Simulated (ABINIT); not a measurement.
# LiHF2 (C2/m): G0W0 in ABINIT against the exchange cutoff, part 2 of 2

Aim: move the exchange cutoff of a G0W0 run on LiHF2 (C2/m) over a wide range.

ABINIT 10.8.3; PBEsol and many-body steps on it, plane waves. Known limits of the many-body steps: not at the basis limit; coarse k mesh.

So far. Step 2 (Screening, 4×4×2 mesh, 22 bands, screening to 106.1 eV): Local fields lower ε∞ by 4 %. On a Γ-centred mesh this coarse the value itself is usually too large, while a short band sum pulls it down.

## Step 5: 14.4 Ha

Level of this step: G0W0 on PBEsol, plane waves, norm-conserving pseudopotentials (ABINIT).

The self-energy is evaluated for the states that the input lists, and the levels follow from it, in one-shot runs by the linearised quasiparticle equation.

run.abi

```
acell 3*1.0 Angstrom
rprim 
  2.547496000000 -1.534899000000 0.000000000000
  2.547496000000 1.534899000000 0.000000000000
  -2.526944000000 -0.000000000000 4.201520000000
ntypat 3
znucl 3 1 9
natom 4
typat 1 2 3 3
xred 
  0.000000000000 0.000000000000 0.000000000000
  0.000000000000 0.000000000000 0.500000000000
  0.209803000000 0.209803000000 0.750702000000
  0.790197000000 0.790197000000 0.249298000000
pp_dirpath "pseudos"
pseudos "Li.upf, H.upf, F.upf"
ecut 36
ngkpt 4 4 2
nshiftk 1
shiftk 0 0 0
kptopt 1
chksymbreak 0
istwfk *1
occopt 1
irdwfk 1
optdriver 4
nband 22
gwcalctyp 0
ecutsigx 14.4
symsigma 1
nkptgw 2
kptgw 
  0.0000000000 0.0000000000 0.5000000000
  0.0000000000 0.0000000000 0.0000000000
bdgw 
  8 11
  8 11
ecuteps 3.9
irdscr 1
ppmodel 1
indata_prefix "in"
outdata_prefix "out"
tmpdata_prefix "tmp"
```

Command:

```console
> OMP_NUM_THREADS=1 mpirun -n 4 abinit run.abi > log
```

What it wrote:

```text
.Version 10.8.3 of ABINIT. v10.8.2 released Aug 2026.

 Symmetries : space group C2/m (# 12); Bravais mC (1-face-center monocl.)
[... echo of the input left out ...]
== DATASET  1 ==================================================================
-   mpi_nproc: 4, omp_nthreads: 1 (-1 if OMP is not activated)

--- !DatasetInfo
iteration_state: {dtset: 1, }
dimensions: {natom: 4, nkpt: 14, mband: 22, nsppol: 1, nspinor: 1, nspden: 1, mpw: 2327, }
cutoff_energies: {ecut:  36.0, pawecutdg:  -1.0, }
[...]
Band     E0 <VxcDFT>   SigX SigC(E0)      Z dSigC/dE  Sig(E)    E-E0       E
[...]
10   5.807 -10.780  -6.048  -2.263   0.900  -0.111  -8.558   2.222   8.030
       11  10.146  -8.563  -3.410  -2.443   0.905  -0.105  -6.110   2.453  12.599

== END DATASET(S) ==============================================================
================================================================================

 -outvars: echo values of variables after computation  --------
           etotal      0.0000000000E+00
            nband          22
             nkpt          14
          spgroup          12
 [... the other variables as echoed above ...]

 Calculation completed.
```

The job ended after 2.2 s (4 MPI ranks of Arm Neoverse V2, shared host; peak memory 0.11 GiB).

Numbers from this step:

| Quantity | Value |
| --- | --- |
| G0W0 gap on the points computed | 12.56 eV |
| starting gap on the mesh | 8.408 eV |
| k of the valence top | 0, 0, 0 |
| k of the conduction bottom | 0, 0, 0 |
| least direct G0W0 gap on the computed points | 12.56 eV |

The gap on the mesh goes from 8.41 eV to 12.56 eV, a correction of +4.15 eV.

## Step 6: 25.2 Ha

Edit run.abi of step 5 so:

```diff
@@ -28,3 +28,3 @@
 gwcalctyp 0
-ecutsigx 14.4
+ecutsigx 25.2
 symsigma 1
```

What it wrote:

```text
.Version 10.8.3 of ABINIT. v10.8.2 released Aug 2026.

 Symmetries : space group C2/m (# 12); Bravais mC (1-face-center monocl.)
[... echo of the input left out ...]
== DATASET  1 ==================================================================
-   mpi_nproc: 4, omp_nthreads: 1 (-1 if OMP is not activated)

--- !DatasetInfo
iteration_state: {dtset: 1, }
dimensions: {natom: 4, nkpt: 14, mband: 22, nsppol: 1, nspinor: 1, nspden: 1, mpw: 2327, }
cutoff_energies: {ecut:  36.0, pawecutdg:  -1.0, }
[...]
Band     E0 <VxcDFT>   SigX SigC(E0)      Z dSigC/dE  Sig(E)    E-E0       E
[...]
10   5.807 -10.780  -6.124  -2.263   0.900  -0.111  -8.626   2.154   7.962
       11  10.146  -8.563  -3.434  -2.443   0.905  -0.105  -6.131   2.432  12.578

== END DATASET(S) ==============================================================
================================================================================

 -outvars: echo values of variables after computation  --------
           etotal      0.0000000000E+00
            nband          22
             nkpt          14
          spgroup          12
 [... the other variables as echoed above ...]

 Calculation completed.
```

Elapsed: 2.2 s, on 4 MPI ranks; peak memory 0.11 GiB.

This step gave:

| Property | Result |
| --- | --- |
| G0W0 gap on the points computed | 12.84 eV |
| starting gap on the mesh | 8.408 eV |
| k of the valence top | 0, 0, 0 |
| k of the conduction bottom | 0, 0, 0 |
| least direct G0W0 gap on the computed points | 12.84 eV |

Against the run before, the gap moves by +0.281 eV.

## Step 7: 36 Ha

Edit run.abi of step 6 so:

```diff
@@ -28,3 +28,3 @@
 gwcalctyp 0
-ecutsigx 25.2
+ecutsigx 36
 symsigma 1
```

What it wrote:

```text
.Version 10.8.3 of ABINIT. v10.8.2 released Aug 2026.

 Symmetries : space group C2/m (# 12); Bravais mC (1-face-center monocl.)
[... echo of the input left out ...]
== DATASET  1 ==================================================================
-   mpi_nproc: 4, omp_nthreads: 1 (-1 if OMP is not activated)

--- !DatasetInfo
iteration_state: {dtset: 1, }
dimensions: {natom: 4, nkpt: 14, mband: 22, nsppol: 1, nspinor: 1, nspden: 1, mpw: 2327, }
cutoff_energies: {ecut:  36.0, pawecutdg:  -1.0, }
[...]
Band     E0 <VxcDFT>   SigX SigC(E0)      Z dSigC/dE  Sig(E)    E-E0       E
[...]
10   5.807 -10.780  -6.129  -2.263   0.900  -0.111  -8.631   2.150   7.957
       11  10.146  -8.563  -3.435  -2.443   0.905  -0.105  -6.132   2.431  12.577

== END DATASET(S) ==============================================================
================================================================================

 -outvars: echo values of variables after computation  --------
           etotal      0.0000000000E+00
            nband          22
             nkpt          14
          spgroup          12
 [... the other variables as echoed above ...]

 Calculation completed.
```

Elapsed: 2.3 s, on 4 MPI ranks; peak memory 0.11 GiB; 8.8 s of CPU time.

Numbers from this step:

```yaml
g0w0_gap_on_the_points_computed: 12.88 eV
starting_gap_on_the_mesh: 8.408 eV
k_of_the_valence_top: 0, 0, 0
k_of_the_conduction_bottom: 0, 0, 0
least_direct_g0w0_gap_on_the_computed_points: 12.88 eV
```

Against the run before, the gap moves by +0.043 eV.

## Step 8: The runs together

Times are wall times on 4 MPI ranks of Arm Neoverse V2, shared host, good to a factor of about two. A run's time includes the screening step that it read.

| run | mesh | bands | screening cutoff (eV) | DFT gap (eV) | gap on the mesh (eV) | direct (eV) | ε∞ used | time |
| --- | --- | --- | --- | --- | --- | --- | --- | --- |
| 3.6 Ha | 4×4×2 | 22 | 106.1 | 8.408 | 10.614 | 10.614 | 2.02 | 5.9 s |
| 7.2 Ha | 4×4×2 | 22 | 106.1 | 8.408 | 11.804 | 11.804 | 2.02 | 5.9 s |
| 14.4 Ha | 4×4×2 | 22 | 106.1 | 8.408 | 12.560 | 12.560 | 2.02 | 6 s |
| 25.2 Ha | 4×4×2 | 22 | 106.1 | 8.408 | 12.841 | 12.841 | 2.02 | 6 s |
| 36 Ha | 4×4×2 | 22 | 106.1 | 8.408 | 12.884 | 12.884 | 2.02 | 6.1 s |

## Step 9: Outcome

```
3.6 Ha       : 10.614 eV
7.2 Ha       : 11.804 eV
14.4 Ha      : 12.560 eV
25.2 Ha      : 12.841 eV
36 Ha        : 12.884 eV
known limits : not at the basis limit; coarse k mesh
```

The setting moved: exchange cutoff. From 3.6 Ha to 36 Ha the gap moves by +2.27 eV. The last step still moves it by +0.043 eV. Bands and screening cutoff are coupled, so a series along one setting does not show full convergence. Below the screening cutoff the correlation part is cut too. Bands and cutoff are finite, so the gap is not at the basis limit. The miss can reach some tenths of an eV and take either sign; the mesh is an error of its own. In the G0W0 runs levels were corrected at 2 k points alone, so a gap called «on the mesh» is the least over those, and an edge elsewhere would be missed. The 4×4×2 mesh is coarse for this cell, which bears on the long-range parts of exchange and screening.

[Paths, hosts, dates, memory and timing lines, banners, echoed tables and standing remarks are left out of the program output.]

[Logs are printed without paths, hosts, clocks, repeated set-up lines and the standing remarks that a program may print on its own settings, such as how far it seeks lower states.]

[Runs of the session that timed out or met a known fault of the program may be left out.]

[Hosts, paths, dates, database ids (printed as entryN), source tags and the programs' standing remarks are cut or masked in the printed files.]

[G0W0 gaps are taken among the corrected bands and points alone; a level outside them can change the order at an edge.]

[Where Ansatz stands beside ABINIT at settings called matched, ABINIT's density can come from a denser mesh and the files from another edition; pairs whose starting gaps differed by over 0.03 eV were left out, so agreement reads better than it is.]
